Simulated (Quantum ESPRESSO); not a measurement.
# Core-hole calculation of the Y L₃ edge in YS (Fm-3m), part 3 of 3

What does one-electron theory with a core hole give for the Y L₃ edge of YS (Fm-3m)?

Quantum ESPRESSO 7.5; X-ray absorption near-edge structure, plane-wave PAW LDA, one-electron final states by a Lanczos continued fraction.

So far. Step 3 (Spectrum without a core hole, Y atom 1): Main maxima below 30 eV (height): 3.1 eV (2.45), 7.2 eV (1.09), 17.0 eV (0.70) and 27.2 eV (0.62). At an L edge the dipole rule selects empty d (and weakly s) states on the absorber, and the strong line at the onset measures the empty part of its d band. Step 7 (Spectrum with XCH, Y atom 1): Main maxima below 30 eV (height): 1.2 eV (2.74), 7.6 eV (0.87), 16.4 eV (0.64) and 26.8 eV (0.60). 

## 8. Spectrum with XCH, other settings, Y atom 1

Another set-up is tried: terminator from yes to no and limit of Lanczos steps from 3000 to 60.

The input, xspectra.in:

```
&input_xspectra
   calculation='xanes_dipole', edge='L3'
   prefix='x', outdir='tmp', xiabs=1, xe0=12.2531
   xonly_plot=.false., x_save_file='xanes.sav'
   xniter=60, xcheck_conv=20, xerror=0.005
   xcoordcrys=.false., xepsilon(1)=1, xepsilon(2)=0, xepsilon(3)=0
/
&plot
   xnepoint=413, xemin=-10, xemax=45, terminator=.false., cut_occ_states=.true.
   xgamma=0.4
/
&pseudos
   filecore='../Y.wfc'
/
&cut_occ
   cut_desmooth=0.1, cut_stepl=0.05, cut_stepu=0.05, cut_ierror=1e-5
/
4 4 4 0 0 0
```

Command:

```console
$ OMP_NUM_THREADS=1 mpirun --oversubscribe --bind-to none -np 4 xspectra.x -nk 4 -in xspectra.in > xspectra.out
```

Log:

```text
     [... banner and references ...]
Reading input_file

     calculation: xanes_dipole

     xepsilon  [cartesian coordinates]:   1.000000   0.000000   0.000000

     xonly_plot: FALSE
        => complete calculation: Lanczos + spectrum plot

     filecore (core-wavefunction file): ../Y.wfc

     main plot parameters:
        cut_occ_states: TRUE
        gamma_mode:  constant
        -> using xgamma [eV]:  0.40
        xemin [eV]: -10.00
        xemax [eV]:  45.00
        xnepoint:  413
        xe0 [eV]:  12.253100 (energy zero read in input file)

[...]
Results of STEP 1 successfully written in x_save_file
     x_save_file name:
     ->  xanes.sav
     x_save_file version:  2

     ... End STEP 1 ...

     ... Begin STEP 2 ...

     The spectrum is calculated using the following parameters:
        xe0 [eV]:   12.2531
        the occupied states are elimintate from the spectrum
        xemin [eV]: -10.00
        xemax [eV]:  45.00
        xnepoint:  413
        constant broadening parameter [eV]:    0.400
        Core level energy [eV]:  -2080.
         (from electron binding energy of neutral atoms in X-ray data booklet)

     Cross-section successfully written in xanes.dat

     ... End STEP 2 ...

                                END JOB XSpectra
```

Elapsed: 15 s, on 4 MPI ranks of Intel Xeon Platinum 8488C (Sapphire Rapids), shared host; peak memory 0.22 GiB.

The run stopped without converging, so none of its numbers is a property of the system.

The fault put into the input: a short continued fraction without a terminator.

The first core-hole run, which has the sound setting, is the one that is kept.

## 9. Reference energy of the supercell

The cell and mesh change for the next run, so it gets a reference energy of its own.

The input, scf.in:

```
&control
   calculation='scf', prefix='x', pseudo_dir='../pp', outdir='tmp', tprnfor=.true.
/
&system
   ibrav=0, nat=4, ntyp=2, nbnd=21
   ecutwfc=41, ecutrho=420
   occupations='smearing', smearing='mv', degauss=0.015
/
&electrons
   conv_thr=4.0e-08, electron_maxstep=120
   mixing_beta=0.5
/
ATOMIC_SPECIES
Y 1.0 Y.lda-spn-kjpaw.UPF
S 1.0 S.lda-nl-kjpaw.UPF
CELL_PARAMETERS angstrom
  0.00000000 -2.74365000 -2.74365000
  0.00000000 -2.74365000 2.74365000
  -5.48730000 0.00000000 0.00000000
ATOMIC_POSITIONS crystal
Y    0.00000000 0.00000000 0.50000000
Y    0.50000000 0.50000000 0.00000000
S    0.00000000 0.00000000 0.00000000
S    0.50000000 0.50000000 0.50000000
K_POINTS automatic
7 7 5 0 0 0
```

Command:

```console
$ OMP_NUM_THREADS=1 mpirun --oversubscribe --bind-to none -np 4 pw.x -nk 4 -in scf.in > scf.out
```

Log:

```text
     [... banner and references ...]
[banner, memory and clock lines left out]
Found identity + ( -0.5000 -0.5000  0.5000) symmetry
     This is a supercell, fractional translations are disabled
     using ibrav=0 with symmetry is DISCOURAGED, use correct ibrav instead

     G-vector sticks info

     bravais-lattice index     =            0
     lattice parameter (alat)  =       7.3323  a.u.
     unit-cell volume          =     557.4972 (a.u.)^3
[...]
convergence has been achieved in   9 iterations

     Forces acting on atoms (cartesian axes, Ry/au):

     atom    1 type  1   force =     0.00000000   -0.00000000    0.00000000
     atom    2 type  1   force =     0.00000000   -0.00000000    0.00000000
     atom    3 type  2   force =     0.00000000   -0.00000000    0.00000000
     atom    4 type  2   force =     0.00000000   -0.00000000    0.00000000

     Total force =     0.000000     Total SCF correction =     0.000000

     XML data file, charge density, pseudopotentials, collected wavefunctions
[key lines of the parts left out:]
!    total energy              =    -678.08090529 Ry
the Fermi energy is    12.3678 ev
```

Elapsed: 9 s, on 4 MPI ranks; peak memory 0.16 GiB; 35 s of CPU time.

## 10. Supercell with XCH, Y atom 1

A smaller cell brings the holes closer; here they are 3.9 Å apart.

Changed against the first core-hole run: supercell atoms from 8 to 4.

scf.in, as its differences from that of step 9:

```diff
@@ -4,3 +4,3 @@
 &system
-   ibrav=0, nat=4, ntyp=2, nbnd=21
+   ibrav=0, nat=4, ntyp=3, nbnd=22
    ecutwfc=41, ecutrho=420
@@ -13,2 +13,3 @@
 ATOMIC_SPECIES
+Y0 1.0 Y.lda-spn-kjpaw-2pch.UPF
 Y 1.0 Y.lda-spn-kjpaw.UPF
@@ -20,3 +21,3 @@
 ATOMIC_POSITIONS crystal
-Y    0.00000000 0.00000000 0.50000000
+Y0   0.00000000 0.00000000 0.50000000
 Y    0.50000000 0.50000000 0.00000000
```

Log:

```text
     [... banner and references ...]
[banner, memory and clock lines left out]
using ibrav=0 with symmetry is DISCOURAGED, use correct ibrav instead

     G-vector sticks info

     bravais-lattice index     =            0
     lattice parameter (alat)  =       7.3323  a.u.
     unit-cell volume          =     557.4972 (a.u.)^3
     number of atoms/cell      =            4
     number of atomic types    =            3
[...]
convergence has been achieved in  10 iterations

     Forces acting on atoms (cartesian axes, Ry/au):

     atom    1 type  1   force =     0.00000000   -0.00000000    0.00000000
     atom    2 type  2   force =     0.00000000   -0.00000000    0.00000000
     atom    3 type  3   force =     0.00000000   -0.00000000    0.00000000
     atom    4 type  3   force =     0.00000000   -0.00000000    0.00000000

     Total force =     0.000000     Total SCF correction =     0.000000

     XML data file, charge density, pseudopotentials, collected wavefunctions
[key lines of the parts left out:]
!    total energy              =    -685.79335738 Ry
the Fermi energy is    12.2178 ev
```

Elapsed: 11 s, on 4 MPI ranks; peak memory 0.17 GiB; 44 s of CPU time.

## 11. Spectrum with XCH, Y atom 1

Changed against the first core-hole run: supercell atoms from 8 to 4.

The input, xspectra.in:

```
&input_xspectra
   calculation='xanes_dipole', edge='L3'
   prefix='x', outdir='tmp', xiabs=1, xe0=12.2178
   xonly_plot=.false., x_save_file='xanes.sav'
   xniter=3000, xcheck_conv=20, xerror=0.005
   xcoordcrys=.false., xepsilon(1)=1, xepsilon(2)=0, xepsilon(3)=0
/
&plot
   xnepoint=413, xemin=-10, xemax=45, terminator=.true., cut_occ_states=.true.
   xgamma=0.4
/
&pseudos
   filecore='../Y.wfc'
/
&cut_occ
   cut_desmooth=0.1, cut_stepl=0.05, cut_stepu=0.05, cut_ierror=1e-5
/
6 6 5 0 0 0
```

Command:

```console
$ OMP_NUM_THREADS=1 mpirun --oversubscribe --bind-to none -np 4 xspectra.x -nk 4 -in xspectra.in > xspectra.out
```

Log:

```text
     [... banner and references ...]
Reading input_file

     calculation: xanes_dipole

     xepsilon  [cartesian coordinates]:   1.000000   0.000000   0.000000

     xonly_plot: FALSE
        => complete calculation: Lanczos + spectrum plot

     filecore (core-wavefunction file): ../Y.wfc

     main plot parameters:
        cut_occ_states: TRUE
        gamma_mode:  constant
        -> using xgamma [eV]:  0.40
        xemin [eV]: -10.00
        xemax [eV]:  45.00
        xnepoint:  413
        xe0 [eV]:  12.217800 (energy zero read in input file)

[...]
Results of STEP 1 successfully written in x_save_file
     x_save_file name:
     ->  xanes.sav
     x_save_file version:  2

     ... End STEP 1 ...

     ... Begin STEP 2 ...

     The spectrum is calculated using the following parameters:
        xe0 [eV]:   12.2178
        the occupied states are elimintate from the spectrum
        xemin [eV]: -10.00
        xemax [eV]:  45.00
        xnepoint:  413
        constant broadening parameter [eV]:    0.400
        Core level energy [eV]:  -2080.
         (from electron binding energy of neutral atoms in X-ray data booklet)

     Cross-section successfully written in xanes.dat

     ... End STEP 2 ...

                                END JOB XSpectra
```

Run time: 1.7 min. Hardware: 4 MPI ranks; peak memory 0.14 GiB.

These settings depart from the first run's and aren't meant as converged.

The scaled spectrum changes by 4 % r.m.s. The highest intensity below 24 eV goes from 1.2 eV (2.74) to 1.3 eV (2.92).

```csv
E (eV),first run,this run
-2.0,0.30,0.30
-0.5,1.04,1.01
1.0,2.71,2.83
2.5,2.49,2.43
4.0,1.39,1.28
5.5,0.79,0.80
7.0,0.85,0.85
8.5,0.82,0.81
10.0,0.68,0.68
11.5,0.57,0.56
13.0,0.49,0.49
14.5,0.55,0.54
16.0,0.64,0.62
17.5,0.61,0.60
19.0,0.50,0.49
20.5,0.49,0.48
22.0,0.52,0.51
23.5,0.51,0.50
25.0,0.55,0.54
26.5,0.60,0.59
28.0,0.58,0.58
29.5,0.53,0.52
31.0,0.52,0.52
```

## 12. With and without the hole

Both curves are counted from their own zero, so only the shift of weight within the empty states shows.

```csv
E (eV),no hole,XCH
-2.0,0.16,0.30
-1.0,0.28,0.63
0.0,0.64,1.70
1.0,1.16,2.71
2.0,1.88,2.56
3.0,2.44,2.12
4.0,1.94,1.39
5.0,1.20,0.87
6.0,1.03,0.80
7.0,1.08,0.85
8.0,1.07,0.86
9.0,0.96,0.76
10.0,0.79,0.68
11.0,0.81,0.64
12.0,0.69,0.53
13.0,0.56,0.49
14.0,0.54,0.52
15.0,0.60,0.59
16.0,0.66,0.64
17.0,0.69,0.64
18.0,0.65,0.57
19.0,0.58,0.50
20.0,0.52,0.48
21.0,0.51,0.50
22.0,0.54,0.52
23.0,0.53,0.51
24.0,0.53,0.52
25.0,0.56,0.55
26.0,0.60,0.59
27.0,0.62,0.60
28.0,0.61,0.58
29.0,0.58,0.54
30.0,0.55,0.52
31.0,0.55,0.52
32.0,0.56,0.54
```

With each curve scaled to its own mean, the area from −2 to 6 eV with the hole is 12.5 against 10.2, and the centre of weight from −1 to 20 eV moves by -1.1 eV: the hole pulls the absorber's empty states down.

## 13. Runs not followed above

These runs aren't followed: redraws of a spectrum that repeat one shown, runs with a planted fault or a state judged unsound, or a program's part that gave no sound spectrum.

| program | step | status | elapsed |
| --- | --- | --- | --- |
| Quantum ESPRESSO | no core hole, redrawn | converged | 11 s |
| Quantum ESPRESSO | spectrum with XCH, redrawn | converged | 5.6 s |

## 14. Summary of results

```json
{
 "absorber and edge": "Y L₃, atom 1 of the ground-state input (counted from 1)",
 "surroundings": "6 S at 2.74 Å (octahedral, site symmetry m-3m)",
 "highest intensity below 24 eV": "1.2 eV above the zero, height 2.74"
}
```

What this shows: The Y L₃ edge of atom 1, with 6 S at 2.74 Å (octahedral, site symmetry m-3m), has its highest intensity of the first 24 eV at 1.2 eV above the zero, 2.7 times the mean level of the first 20 eV (Lorentzian half width 0.75 eV up to 4 eV, rising linearly to 1.75 eV at 25 eV (not a setting of the program: the run's 0.4 eV curve was folded afterwards with a further Lorentzian)). With each curve scaled to its own mean, the area from −2 to 6 eV with the hole is 12.5 against 10.2, and the centre of weight from −1 to 20 eV moves by -1.1 eV: the hole pulls the absorber's empty states down. A cell with holes 3.9 Å apart changes the curve by 4 % r.m.s. (4 % after the best shift). Only the L₃ part is meant: spin–orbit coupling of the core level isn't computed and the L₂ copy isn't added. The primitive cell holds an odd number of electrons, so a spin-paired run has to come out metallic; that is right for a metal, but some such compounds are magnetic or distorted insulators. The holes are only 5.5 Å apart, so the shape is probably not converged with cell size; no larger cell was run here. The structure is a published determination, not relaxed.

[Banner, clock and machine lines of the logs are left out without a mark of their own.]

[Logs are printed without paths, hosts, clocks, repeated set-up lines and the standing remarks that a program may print on its own settings, such as how far it seeks lower states.]

[Hosts, paths, dates, database ids (printed as entryN), source tags and the programs' standing remarks are cut or masked in the printed files.]

[Lists of maxima count a maximum above −3 eV only where it reaches 4 % of the highest in the window and stands out from its surroundings by 2 % of it (1.5 % where it reaches 55 %); shoulders and weaker maxima are passed over, and of the rest the first, up to two pre-edge ones and the few strongest are named.]
